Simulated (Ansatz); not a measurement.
# Work function of Ta(110): what the settings cost and change, part 2 of 2

How far do functional and pseudopotentials move the work function of Ta(110), and at what cost?

Ansatz 0.2.0; plane-wave DFT, PBE, Ansatz PAW (the session's first sound run).

So far, work function, upper face (eV): step 2 (slab, setting PBE, Ansatz PAW (420 eV)) 4.79; step 5 (RPBE) 4.67; step 6 (r2SCAN) 4.89; step 7 (PBE JTH) 4.79; step 8 (PBE norm-conserving) 4.78.

### 9. Slab

This step: plane-wave DFT, LDA, norm-conserving (Ansatz 0.2.0).

Input file input.yaml:

```yaml
crystal:
  lattice:
    - [2.3405234457, -1.655, 0.0]
    - [2.3405234457, 1.655, 0.0]
    - [0.0, 0.0, 32.0431406744]
  atoms:
    - { symbol: Ta, position: [0.0, 0.0, 0.2808713444] }
    - { symbol: Ta, position: [0.5, 0.5, 0.3539142296] }
    - { symbol: Ta, position: [0.0, 0.0, 0.4269571148] }
    - { symbol: Ta, position: [0.5, 0.5, 0.5] }
    - { symbol: Ta, position: [0.0, 0.0, 0.5730428852] }
    - { symbol: Ta, position: [0.5, 0.5, 0.6460857704] }
    - { symbol: Ta, position: [0.0, 0.0, 0.7191286556] }
kpoints:
  mp_grid: { grid: [15, 15, 1] }
hamiltonian:
  xc: lda
  pseudopotentials: { kind: nc }
scf:
  occupations: { method: fermi_dirac, width: 0.1 }
  convergence: { dr2_threshold: 1.0e-09 }
efield:
  axis: 3
  dipole_correction: true
  ramp_position: 0.97
  ramp_width: 0.06
output:
  write_potential: true
  write_density: true
  volumetric_format: npy
```

Run with:

```
> ansatz run input.yaml --threads 2 --pin off --max-ram 3072MiB --backend cpu --events-out ev --progress --plain --runs-dir out
```

The log of the run:

```text
[...]
Crystal: 7 atoms, lattice volume = 248.242 Å³
Basis set: ecut = 789.130201 eV, 12635 PW (Γ)
Bands: 55, of which v1, the nominal top of the filled ones, is band 46 counted from 1 (45 counted from 0)
Symmetry: 4 space group operations
k-points: 64 of 225
[...]
k-point 0: bands = [... 42 lower, 6.9849, 7.0176, 7.0683, 7.3079, 7.4171, 7.4889, 7.6650, 7.7096, ... 5 higher]
  k-point 1: bands = [... 42 lower, 6.8749, 6.8837, 7.0614, 7.2237, 7.3636, 7.4840, 7.5541, 7.7433, ... 5 higher]
  k-point 2: bands = [... 42 lower, 6.5828, 6.7113, 6.8759, 7.0916, 7.1456, 7.1520, 7.4949, 7.8337, ... 5 higher]
  k-point 63: bands = [... 42 lower, 6.6345, 7.3754, 7.5769, 8.3866, 8.7890, 8.9054, 9.0324, 9.4381, ... 5 higher]
[key lines of the parts left out:]
SCF converged after 10 iterations
Free energy (F): -12409.543562 eV
Fermi energy:    6.882694 eV
Dipole field:    D = 0.000000 V/Å  (p = 0.000000 e·Å, saw-weighted, corrected)
Work function:   Φ+ = 5.0111 eV   Φ− = 5.0111 eV
```

The job ended after 6.7 min (2 threads of Arm Neoverse N1, shared host; peak memory 2 GiB).

The work function is 5.011 eV, +0.222 eV from the run “PBE, Ansatz PAW (420 eV)”, at 3.3 times its CPU time.

### 10. Slab, setting PBE, all layers relaxed

This step: plane-wave DFT, PBE, Ansatz PAW (Ansatz 0.2.0).

Edit input.yaml of step 9 so:

```diff
@@ -16,4 +16,3 @@
 hamiltonian:
-  xc: lda
-  pseudopotentials: { kind: nc }
+  xc: pbe
 scf:
@@ -26,2 +25,5 @@
   ramp_width: 0.06
+relax:
+  f_tol: 0.01
+  max_steps: 40
 output:
```

The log of the run:

```text
[...]
Crystal: 7 atoms, lattice volume = 248.242 Å³
Basis set: ecut = 420 eV, 4877 PW (Γ), exchange–correlation on 40×40×432 points (8 copies of the dense FFT grid, shifted against one another)
Bands: 55, of which v1, the nominal top of the filled ones, is band 46 counted from 1 (45 counted from 0)
Symmetry: 4 space group operations
k-points: 64 of 225
[...]
atoms:
    - { symbol: Ta, position: [-6.485870e-19, -6.485870e-19, 0.282578] }
    - { symbol: Ta, position: [0.5, 0.5, 0.352911] }
    - { symbol: Ta, position: [1.915858e-19, 1.915858e-19, 0.426453] }
    - { symbol: Ta, position: [0.5, 0.5, 0.500000] }
    - { symbol: Ta, position: [-1.915859e-19, -1.915859e-19, 0.573547] }
    - { symbol: Ta, position: [0.5, 0.5, 0.647089] }
    - { symbol: Ta, position: [6.485872e-19, 6.485872e-19, 0.717422] }
[key lines of the parts left out:]
SCF converged after 8 iterations
Free energy (F): -69523.614511 eV
Fermi energy:    7.291617 eV
Dipole field:    D = 0.000000 V/Å  (p = 0.000000 e·Å, saw-weighted, corrected)
Work function:   Φ+ = 4.7397 eV   Φ− = 4.7397 eV
```

Elapsed: 6.1 min, on 2 threads; peak memory 0.86 GiB.

The relaxation took 4 steps and lowered the energy by 0.040 eV; the largest force on the free atoms ends at 0.0029 eV/Å.

The work function is 4.740 eV, -0.049 eV from the run “PBE, Ansatz PAW (420 eV)”, at 3.0 times its CPU time.

### 11. Slab

This step: plane-wave DFT, PBE, fully relativistic PAW with spin-orbit coupling (Ansatz 0.2.0).

Edit input.yaml of step 10 so:

```diff
@@ -17,2 +17,3 @@
   xc: pbe
+  pseudopotentials: { kind: paw_fr }
 scf:
@@ -25,5 +26,5 @@
   ramp_width: 0.06
-relax:
-  f_tol: 0.01
-  max_steps: 40
+magnetization:
+  noncollinear: true
+  spin_orbit: true
 output:
```

The log of the run:

```text
[...]
non-collinear run that drives no moment, with spin-orbit: no starting moment large enough to seed its density (crystal.atoms[].spin), no starting occupations that ask for one, no magnetisation constraint and no magnetic field, so the semilocal B_xc is pinned to zero
Crystal: 7 atoms, lattice volume = 248.242 Å³
[...]
k-point 1: bands = [... 87 lower, 7.2930, 7.4646, 7.4646, 7.6469, 7.6469, 7.7432, 7.7432, 7.7748, ... 15 higher]
  k-point 2: bands = [... 87 lower, 7.1255, 7.2966, 7.2966, 7.4056, 7.4056, 7.5281, 7.5281, 7.6017, ... 15 higher]
  k-point 63: bands = [... 87 lower, 7.6786, 7.9607, 7.9607, 8.8009, 8.8009, 9.0799, 9.0799, 9.2639, ... 15 higher]
[key lines of the parts left out:]
SCF converged after 14 iterations
Magnetization: |M| = 0.0000 μB,  M = (+0.0000, +0.0000, +0.0000) μB
Free energy (F): -69681.496098 eV
Fermi energy:    7.256667 eV
Dipole field:    D = 0.000000 V/Å  (p = 0.000000 e·Å, saw-weighted, corrected)
Work function:   Φ+ = 4.7890 eV   Φ− = 4.7891 eV
```

It took 21 min on 2 threads; peak memory 2.8 GiB; 41 min of CPU time.

The work function is 4.789 eV, +0.000 eV from the run “PBE, Ansatz PAW (420 eV)”, at 10 times its CPU time.

### 12. Side by side

Times are for 2 threads of Arm Neoverse N1, shared host. The series side by side:

| no. | setting | work function, upper face (eV) | time | memory (GiB) |
| --- | --- | --- | --- | --- |
| 1 | PBE, Ansatz PAW (420 eV) | 4.789 | 2 min | 1.1 |
| 2 | LDA, Ansatz PAW (420 eV) | 5.013 | 2 min | 1.1 |
| 3 | PBEsol, Ansatz PAW (420 eV) | 4.878 | 2 min | 1.1 |
| 4 | RPBE, Ansatz PAW (420 eV) | 4.670 | 1.9 min | 1.1 |
| 5 | r2SCAN, Ansatz PAW (500 eV) | 4.892 | 3.6 min | 1.7 |
| 6 | PBE, JTH PAW (1290 eV) | 4.795 | 10 min | 2.7 |
| 7 | PBE, norm-conserving (1000 eV) | 4.782 | 21 min | 2.8 |
| 8 | LDA, norm-conserving (789 eV) | 5.011 | 6.7 min | 2.0 |
| 9 | PBE, all layers relaxed | 4.740 | 6.1 min | 0.86 |
| 10 | PBE with spin-orbit coupling (420 eV) | 4.789 | 21 min | 2.8 |

### 13. The same run with other settings

This step: plane-wave DFT, PBE, Ansatz PAW (Ansatz 0.2.0).

An input spoilt on purpose, to show how the run answers: it repeats the earlier run “PBE, Ansatz PAW (420 eV)” with efield.amplitude to 0 and efield.dipole_correction from true to false, and scf.max_iter set to 50; its output block differs too.

Edit input.yaml of step 11 so:

```diff
@@ -17,3 +17,2 @@
   xc: pbe
-  pseudopotentials: { kind: paw_fr }
 scf:
@@ -21,10 +20,9 @@
   convergence: { dr2_threshold: 1.0e-09 }
+  max_iter: 50
 efield:
   axis: 3
-  dipole_correction: true
+  dipole_correction: false
   ramp_position: 0.97
   ramp_width: 0.06
-magnetization:
-  noncollinear: true
-  spin_orbit: true
+  amplitude: 0
 output:
```

The log of the run:

```text
Error: invalid value for `efield.amplitude`: is zero with dipole_correction: false — the section would apply nothing; set a non-zero amplitude, enable dipole_correction, or remove the block
```

Elapsed: 0.02 s, on 2 threads; peak memory 0.1 GiB; 0.02 s of CPU time.

The program refused the input before any cycle.

The program's message: “Error: invalid value for `efield.amplitude`: is zero with dipole_correction: false — the section would apply nothing; set a non-zero amplitude, enable dipole_correction, or remove the block”

The fault put into the input: a field block that applies nothing.

### 14. Summary of results

| Property | Result |
| --- | --- |
| work function, PBE, Ansatz PAW (420 eV) | 4.789 eV |
| work function, LDA, Ansatz PAW (420 eV) | 5.013 eV |
| work function, RPBE, Ansatz PAW (420 eV) | 4.670 eV |
| work function, r2SCAN, Ansatz PAW (500 eV) | 4.892 eV |
| work function, PBE, all layers relaxed | 4.740 eV |
| work function, PBE with spin-orbit coupling (420 eV) | 4.789 eV |

PBE on the default files gives 4.79 eV, and the settings tried spread the value from 4.67 to 5.01 eV. At one geometry LDA lies 0.22 eV above PBE. The choice of pseudopotentials moves the PBE value by 0.013 eV. Relaxing the layers changes it by -0.049 eV. Spin-orbit coupling, on the fully relativistic files, changes it by +0.00 eV. The ladder's slabs use the tabulated experimental lattice constant (two decimals; a low-temperature value for the alkali metals).

Comparison with the measured values:

```
                                               quantity  measured  PBE, Ansatz PAW (420 eV)  LDA, Ansatz PAW (420 eV)  r2SCAN, Ansatz PAW (500 eV)  LDA, norm-conserving (789 eV)  PBE, all layers relaxed  PBE with spin-orbit coupling (420 eV)
work function (clean (110) face, a compiled value) (eV)      4.74           4.79 (+0.05 eV)           5.01 (+0.27 eV)              4.89 (+0.15 eV)                5.01 (+0.27 eV)          4.74 (-0.00 eV)                        4.79 (+0.05 eV)
```

Measured values from arxiv:1902.07811 (2019).

Verdict: For the work function, of the levels listed nearest comes PBE, all layers relaxed (-0.00 eV, good agreement) and farthest LDA, Ansatz PAW (420 eV) (+0.27 eV, fair agreement).

[Long decimals in the printed logs are rounded to 6 places.]

[Logs are printed without paths, hosts, clocks, repeated set-up lines and the standing remarks that a program may print on its own settings, such as how far it seeks lower states.]

[Hosts, paths, dates, database ids (printed as entryN), source tags and the programs' standing remarks are cut or masked in the printed files.]

[Maps of the electrostatic potential energy from Ansatz leave out the sawtooth potential of an applied field or a dipole correction, so their vacuum need not be flat; planar profiles and work functions include it.]
